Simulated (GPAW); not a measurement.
**Ga K ELNES/XANES of zinc-blende (GaAs)₁₋ₓ(GaP)ₓ at x = 0.875 from DFT**

What does the Ga K edge look like in zinc-blende (GaAs)₁₋ₓ(GaP)ₓ at x = 0.875?

Calculated with GPAW 26.7.0; X-ray absorption from dipole matrix elements to empty bands, plane-wave PAW PBE.

### 1. Set-up

The cell holds 16 atoms: 8 Ga, 7 P and 1 As. Cell: a = 7.745 Å, b = 7.745 Å, c = 7.745 Å, α = 60.0°, β = 60.0°, γ = 60.0°. 16-atom zinc-blende cell, 7 of 8 As sites taken by P at random, lattice constants typed for the ends and interpolated (Vegard).

Structure file:

```cif
data_structure
_symmetry_space_group_name_H-M 'P 1'
_symmetry_Int_Tables_number 1
_cell_length_a 7.7446
_cell_length_b 7.7446
_cell_length_c 7.7446
_cell_angle_alpha 60.000
_cell_angle_beta 60.000
_cell_angle_gamma 60.000
_cell_volume 328.46
loop_
_atom_site_label
_atom_site_type_symbol
_atom_site_fract_x
_atom_site_fract_y
_atom_site_fract_z
_atom_site_occupancy
Ga1 Ga 0.00117 0.00055 0.00036 1
P2 P 0.12881 0.12409 0.12291 1
Ga3 Ga 0.99711 0.00128 0.49709 1
P4 P 0.12819 0.12513 0.62653 1
Ga5 Ga 0.00028 0.50105 0.99641 1
As6 As 0.12359 0.62273 0.12526 1
Ga7 Ga 0.00149 0.49826 0.49980 1
P8 P 0.12567 0.62468 0.62253 1
Ga9 Ga 0.49576 0.99725 0.99875 1
P10 P 0.62421 0.12392 0.12166 1
Ga11 Ga 0.49947 0.00097 0.49491 1
P12 P 0.62250 0.12679 0.62648 1
Ga13 Ga 0.50036 0.49622 0.00108 1
P14 P 0.62488 0.62426 0.12507 1
Ga15 Ga 0.49949 0.50050 0.50023 1
P16 P 0.62607 0.62347 0.62649 1
```

### 2. Relaxation

The cell was built by hand, so its atoms are relaxed first: near-edge features follow bond lengths closely.

File relax.py:

```python
import numpy as np
from ase import Atoms
from ase.parallel import parprint, paropen
from gpaw import GPAW, PW, FermiDirac, Mixer, MixerDif, setup_paths
from ase.optimize import BFGS

atoms = Atoms('GaPGaPGaAsGaPGaPGaPGaPGaP',
    cell=[[0, 5.47625, 5.47625],
     [5.47625, 0, 5.47625],
     [5.47625, 5.47625, 0]],
    scaled_positions=[[0.001169, 0.000553, 0.000358],
     [0.128805, 0.124094, 0.122906],
     [0.997115, 0.001284, 0.497089],
     [0.128191, 0.125133, 0.626533],
     [0.000284, 0.501054, 0.996412],
     [0.123594, 0.622728, 0.125264],
     [0.001488, 0.498256, 0.499798],
     [0.125672, 0.624681, 0.622527],
     [0.495759, 0.997253, 0.998747],
     [0.624205, 0.123924, 0.121659],
     [0.499469, 0.000967, 0.494907],
     [0.622498, 0.126786, 0.626482],
     [0.500365, 0.496217, 0.001084],
     [0.624879, 0.624262, 0.125068],
     [0.499488, 0.500503, 0.500234],
     [0.62607, 0.623473, 0.626488]],
    pbc=True)
atoms.calc = GPAW(legacy_gpaw=True, mode=PW(400, force_complex_dtype=True), xc='PBE', setups={},
    kpts={'size': (3, 3, 3), 'gamma': True}, occupations=FermiDirac(0.08),
    charge=0, mixer=Mixer(0.1, 5, 50), maxiter=150,
    convergence={'density': 0.0001, 'eigenstates': 1e-6}, txt='relax.txt')
steps = []
opt = BFGS(atoms, logfile='-')
opt.attach(lambda: steps.append([atoms.get_potential_energy(), float(np.linalg.norm(atoms.get_forces(), axis=1).max())]))
done = opt.run(fmax=0.05, steps=30)
out = dict(done=bool(done), steps=steps, frac=atoms.get_scaled_positions().tolist())
import json
with paropen('out.json', 'w') as f:
    json.dump(out, f)
```

Run with:

```sh
> OMP_NUM_THREADS=1 mpirun -n 4 gpaw python relax.py
```

Numbers of over 12 decimals in the logs are rounded to 6 here.

Output:

```text
Input parameters:
  convergence: {density: 0.0001,
                eigenstates: 1e-06}
  kpts: {gamma: True,
         size: (3, 3, 3)}
  maxiter: 150
  mixer: {backend: pulay,
          beta: 0.1,
          method: separate,
          nmaxold: 5,
          weight: 50}
  mode: {ecut: 400.0,
         force_complex_dtype: True,
         name: pw}
  occupations: {fixmagmom: False,
                name: fermi-dirac,
[...]
No difference between direct/indirect transitions

Forces in eV/Ang:
[...]
14 Ga   -0.01806   -0.00830   -0.01361
 15 P    -0.02061   -0.01482   -0.00802
Step     Time          Energy          fmax
BFGS:    0 02:01:25      -71.208431        0.755856
BFGS:    1 02:01:41      -71.250372        0.545023
BFGS:    2 02:01:59      -71.303024        0.094957
BFGS:    3 02:02:08      -71.303753        0.082107
BFGS:    4 02:02:21      -71.305123        0.031492
[key lines of the parts left out:]
Converged after 8 iterations.
Dipole moment: (-23.958654, -22.119556, -24.312862) |e|*Ang
Free energy:    -71.305123
Fermi level: 5.72452
```

It took 85 s on 4 MPI ranks of Arm Neoverse V2, shared host; peak memory 0.3 GiB.

In 4 steps the energy fell by 97 meV (energies extrapolated to zero smearing) and the largest force to 0.032 eV/Å. Atom 7 (Ga; the text counts from 1, the script from 0) is among those that moved most, by 0.04 Å.

### 3. Ground state of the crystal

The ground state comes first: it tells whether the system has a gap, which decides how the excited electron is treated.

File scf.py:

```python
import numpy as np
from ase import Atoms
from ase.parallel import parprint, paropen
from gpaw import GPAW, PW, FermiDirac, Mixer, MixerDif, setup_paths
from gpaw.test import gen
setup_paths.insert(0, '.')
gen('Ga', name='nch1s', xcname='PBE', corehole=(1, 0, 0), write_xml=True)
from gpaw.mpi import world
world.barrier()

atoms = Atoms('GaPGaPGaAsGaPGaPGaPGaPGaP',
    cell=[[0, 5.47625, 5.47625],
     [5.47625, 0, 5.47625],
     [5.47625, 5.47625, 0]],
    scaled_positions=[[0.9981002, 0.0061007, 0.9977734],
     [0.1246311, 0.1253503, 0.1248214],
     [0.9981051, 0.0015825, 0.4998418],
     [0.1259873, 0.1233422, 0.624735],
     [0.9977144, 0.4985376, 0.9948571],
     [0.1244655, 0.6240168, 0.1245683],
     [0.9982298, 0.4962472, 0.5065371],
     [0.1253283, 0.6266114, 0.6222304],
     [0.4995323, 0.9976744, 0.9980138],
     [0.6252768, 0.1226783, 0.1226169],
     [0.5010314, 0.9999135, 0.4971309],
     [0.6238833, 0.1254771, 0.6234123],
     [0.5064029, 0.4955332, 0.9981872],
     [0.6248327, 0.6229467, 0.1253304],
     [0.5002622, 0.5001537, 0.5003378],
     [0.6252305, 0.6249964, 0.6251325]],
    pbc=True)
atoms.calc = calc = GPAW(legacy_gpaw=True, mode=PW(400, force_complex_dtype=True), xc='PBE', setups={0: 'nch1s'},
    kpts={'size': (3, 3, 3), 'gamma': True}, occupations=FermiDirac(0.05),
    charge=0, mixer=Mixer(0.1, 5, 50), maxiter=150,
    convergence={'density': 0.0001, 'eigenstates': 1e-6}, txt='scf.txt')
energy = atoms.get_potential_energy() + calc.get_reference_energy()
ef = calc.get_fermi_level()
out = dict(energy=energy, fermi=ef, forces=atoms.get_forces().tolist())
parprint(f'all-electron energy {energy:.4f} eV, Fermi level {ef:.4f} eV')
ev = np.array([[calc.get_eigenvalues(k, s) for k in range(len(calc.get_ibz_k_points()))] for s in range(calc.get_number_of_spins())])
out['homo'], out['lumo'], out['counts'] = ev[ev < ef].max(), ev[ev > ef].min(), sorted(set((ev < ef).sum((0, 2)).tolist()))
out['filled'] = (ev[:, 0] < ef).sum(1).tolist()
import json
with paropen('out.json', 'w') as f:
    json.dump(out, f)
```

Run with:

```sh
> OMP_NUM_THREADS=1 mpirun -n 4 gpaw python scf.py
```

Output:

```text
Input parameters:
  convergence: {density: 0.0001,
                eigenstates: 1e-06}
  kpts: {gamma: True,
         size: (3, 3, 3)}
  maxiter: 150
  mixer: {backend: pulay,
          beta: 0.1,
          method: separate,
          nmaxold: 5,
          weight: 50}
  mode: {ecut: 400.0,
         force_complex_dtype: True,
         name: pw}
  occupations: {fixmagmom: False,
                name: fermi-dirac,
                width: 0.05}
  setups: {0: nch1s}
  xc: PBE

Initialize ...

[... PAW data sets ...]

Reference energy: -549700.742181  # eV

Spin-paired calculation

[... convergence settings ...]
Symmetries present (total): 1
  [... symmetry matrices ...]

27 k-points: 3 x 3 x 3 Monkhorst-Pack grid
14 k-points in the irreducible part of the Brillouin zone
       k-points in crystal coordinates                weights
   0:     0.00000000    0.00000000    0.00000000          1/27
   1:     0.00000000    0.00000000    0.33333333          2/27
   2:     0.00000000    0.33333333   -0.33333333          2/27
   3:     0.00000000    0.33333333    0.00000000          2/27
   4:     0.00000000    0.33333333    0.33333333          2/27
   5:     0.33333333   -0.33333333   -0.33333333          2/27
   6:     0.33333333   -0.33333333    0.00000000          2/27
   7:     0.33333333   -0.33333333    0.33333333          2/27
   8:     0.33333333    0.00000000   -0.33333333          2/27
   9:     0.33333333    0.00000000    0.00000000          2/27
          ...
  13:     0.33333333    0.33333333    0.33333333          2/27

Wave functions: Plane wave expansion
  Cutoff energy: 400.000 eV
  Number of coefficients (min, max): 5942, 6002
  Pulay-stress correction: 0.000000 eV/Ang^3 (de/decut=0.000000)
  Using FFTW library
  Wavefunction extrapolation:
    Improved wavefunction reuse through dual PAW basis

Occupation numbers: Fermi-Dirac:
  width: 0.0500  # eV

Eigensolver
   Davidson(niter=2)

Densities:
  Coarse grid: 36*36*36 grid
  Fine grid: 72*72*72 grid
  Total Charge: 0.000000

Density mixing:
  Method: separate
  Backend: pulay
  Linear mixing parameter: 0.1
  old densities: 5
  Width of damping distribution: 1.1
  Damping of long wavelength oscillations: 50

[... Hamiltonian set-up ...]
Number of atoms: 16
Number of atomic orbitals: 64
Number of bands in calculation: 43
Number of valence electrons: 64
Bands to converge: occupied

... initialized

Initializing position-dependent things.

Density initialized from atomic densities
Creating initial wave functions:
  43 bands from LCAO basis set

                             Ga
                     Ga           Ga

                       Ga Ga
              Ga        P   Ga
               P
                    Ga
                 P

         P            P
              As

               P
       P

Atomic positions and initial magnetic moments

Positions:
   0 Ga     5.497466   10.929903    5.499255    ( 0.0000,  0.0000,  0.0000)
   1 P      1.370003    1.366064    1.368961    ( 0.0000,  0.0000,  0.0000)
   2 Ga     2.745925    8.203132    5.474539    ( 0.0000,  0.0000,  0.0000)
   3 P      4.096658    4.111143    1.365391    ( 0.0000,  0.0000,  0.0000)
   4 Ga     8.178203   10.911820    8.193850    ( 0.0000,  0.0000,  0.0000)
   5 As     4.099439    1.363771    4.098876    ( 0.0000,  0.0000,  0.0000)
   6 Ga     5.491498    8.240480    8.184130    ( 0.0000,  0.0000,  0.0000)
[...]
13 P      4.097752    4.108081    6.833152    ( 0.0000,  0.0000,  0.0000)
  14 Ga     5.478942    5.479536    5.478528    ( 0.0000,  0.0000,  0.0000)
  15 P      6.846018    6.847300    6.846555    ( 0.0000,  0.0000,  0.0000)

Unit cell:
           periodic     x           y           z      points  spacing
  1. axis:    yes    0.000000    5.476250    5.476250    36     0.1757
  2. axis:    yes    5.476250    0.000000    5.476250    36     0.1757
  3. axis:    yes    5.476250    5.476250    0.000000    36     0.1757

  Lengths:   7.744587   7.744587   7.744587
  Angles:   60.000000  60.000000  60.000000

Effective grid spacing dv^(1/3) = 0.1917

iter:   1   -72.599725
iter:   2   -72.152874   -1.63  -0.81
iter:   3   -71.368903   -1.43  -0.87
iter:   4   -71.322324   -2.85  -1.31
iter:   5   -71.349888   -2.28  -1.40
iter:   6   -71.330725c  -2.64  -1.84
iter:   7   -71.312175   -3.97  -1.92
iter:   8   -71.304573c  -3.71  -2.16
iter:   9   -71.306433c  -4.39  -2.75
iter:  10   -71.305339c  -3.88  -2.48
iter:  11   -71.304392c  -4.99  -2.66
iter:  12   -71.304389c  -5.90  -3.48
iter:  13   -71.304410c  -6.04c -3.57
iter:  14   -71.304391c  -6.56c -3.47
iter:  15   -71.304391c  -7.54c -4.01c

Converged after 15 iterations.

Dipole moment: (-23.958736, -22.119943, -24.312836) |e|*Ang

Energy contributions relative to reference atoms: (reference = -549700.742181)

Kinetic:       +199.166506
Potential:     -174.743217
External:        +0.000000
XC:             -95.821395
Entropy (-ST):   -0.000000
Local:           +0.093716
SIC:             +0.000000
--------------------------
Free energy:    -71.304391
Extrapolated:   -71.304391

Showing only first 2 kpts
 Kpt  Band  Eigenvalues  Occupancy
  0    30      4.98036    2.00000
  0    31      4.98173    2.00000
  0    32      6.44516    0.00000
  0    33      6.56490    0.00000

  1    30      4.61384    2.00000
  1    31      4.61553    2.00000
  1    32      6.80025    0.00000
  1    33      6.93994    0.00000

Fermi level: 5.73195

Gap: 1.463 eV
Transition (v -> c):
  (s=0, k=0, n=31, [0.00, 0.00, 0.00]) -> (s=0, k=0, n=32, [0.00, 0.00, 0.00])
No difference between direct/indirect transitions

Forces in eV/Ang:
  0 Ga   -0.01968    0.01107   -0.01064
  1 P    -0.01903   -0.01008   -0.00076
  2 Ga   -0.02891   -0.00203   -0.00317
  3 P     0.01282   -0.01127    0.01816
  4 Ga    0.00759    0.02956   -0.00647
  5 As    0.00280    0.00480    0.01310
  6 Ga   -0.00179   -0.00936    0.01673
[...]
13 P     0.00886   -0.02148    0.01423
 14 Ga   -0.01868   -0.00794   -0.01421
 15 P    -0.02077   -0.01160   -0.00814
Scalar-relativistic atomic PBE calculation for Ga (Gallium, Z=31)
Core hole in 1s state (1s occupation: 2.0)
600 radial gridpoints.
|------------------------------------------------|
|------------------------------------------------|
[... the atom generator's iteration count ...]

Energy contributions:
-------------------------
Kinetic:    +1975.818718
XC:           -75.460039
Potential:  -3843.834555
-------------------------
Total:      -1943.475875

state      eigenvalue         ekin         rmax
-----------------------------------------------
1s^2.0 :  -375.738345   483.145156        0.032
2s^2.0 :   -46.372143    92.242833        0.182
2p^6.0 :   -40.383279    89.841965        0.146
3s^2.0 :    -5.441135    20.702678        0.565
3p^6.0 :    -3.633356    18.380252        0.567
3d^10.0:    -0.703962    12.956549        0.533
4s^2.0 :    -0.328732     1.921093        1.895
4p^1.0 :    -0.094810     0.896399        2.539
-----------------------------------------------
(units: Bohr and Hartree)

Generating PAW setup
Kinetic energy of the core from tauc = 1991.443120
Cutoffs:
rc(s)=2.200
rc(p)=2.200
rc(d)=2.200
rc(vbar)=1.980
rc(comp)=2.200
rc(nct)=2.200

Kinetic energy of the core states: 1971.080133
Charge: 0.0
Core electrons: 28.0
Valence electrons: 3.0
Pseudo-core charge: 1.922205
Shape function alpha=2.066
Pseudo-electron charge 5.203998
state    eigenvalue         norm
--------------------------------
4s(2) :    -0.328732     1.135119
*s    :     0.671268
4p(1) :    -0.094810     1.011555
*p    :     0.905190
*d    :     0.000000
--------------------------------

Diagonalizing with gridspacing h=0.050

state   all-electron     PAW
-------------------------------
4s:      -0.328732    -0.328886
4p:      -0.094810    -0.094897
*d:                    0.028969
*f:                    0.063419
-------------------------------
all-electron energy -549772.0466 eV, Fermi level 5.7319 eV
```

Run time: 27 s. Hardware: 4 MPI ranks; peak memory 0.3 GiB; 1.8 min of CPU time.

The mesh shows a gap of 1.46 eV. The excited electron is kept all the same, so that all members of the series, with or without a gap, are treated alike.

### 4. Cell without a hole, the energy reference

The photon energy needs a difference of total energies, so the cell and mesh of the coming hole run are first run without a hole.

Edit scf.py of step 3 so:

```diff
@@ -32,3 +32,3 @@
 atoms.calc = calc = GPAW(legacy_gpaw=True, mode=PW(400, force_complex_dtype=True), xc='PBE', setups={0: 'nch1s'},
-    kpts={'size': (3, 3, 3), 'gamma': True}, occupations=FermiDirac(0.05),
+    kpts={'size': (3, 3, 3), 'gamma': True}, occupations=FermiDirac(0.02),
     charge=0, mixer=Mixer(0.1, 5, 50), maxiter=150,
```

Output:

```text
Input parameters:
  convergence: {density: 0.0001,
                eigenstates: 1e-06}
  kpts: {gamma: True,
         size: (3, 3, 3)}
  maxiter: 150
  mixer: {backend: pulay,
          beta: 0.1,
          method: separate,
          nmaxold: 5,
          weight: 50}
  mode: {ecut: 400.0,
         force_complex_dtype: True,
         name: pw}
  occupations: {fixmagmom: False,
                name: fermi-dirac,
[...]
4s(2) :    -0.328732     1.135119
*s    :     0.671268
4p(1) :    -0.094810     1.011555
*p    :     0.905190
*d    :     0.000000
--------------------------------

Diagonalizing with gridspacing h=0.050

state   all-electron     PAW
-------------------------------
4s:      -0.328732    -0.328886
4p:      -0.094810    -0.094897
*d:                    0.028969
*f:                    0.063419
-------------------------------
all-electron energy -549772.0466 eV, Fermi level 5.4825 eV
[key lines of the parts left out:]
Converged after 15 iterations.
Dipole moment: (-23.958736, -22.119943, -24.312836) |e|*Ang
Free energy:    -71.304391
Fermi level: 5.48245
```

Elapsed: 27 s, on 4 MPI ranks; peak memory 0.3 GiB.

Reference energy: -549772.047 eV with the cores included.

(Part 1 of 2 ends here.)

[Banner, clock and machine lines of the logs are left out without a mark of their own.]

[Logs are printed without paths, hosts, clocks, repeated set-up lines and the standing remarks that a program may print on its own settings, such as how far it seeks lower states.]

[Hosts, paths, dates, database ids (printed as entryN), source tags and the programs' standing remarks are cut or masked in the printed files.]

[Lists of maxima count a maximum above −3 eV only where it reaches 4 % of the highest in the window and stands out from its surroundings by 2 % of it (1.5 % where it reaches 55 %); shoulders and weaker maxima are passed over, and of the rest the first, up to two pre-edge ones and the few strongest are named.]
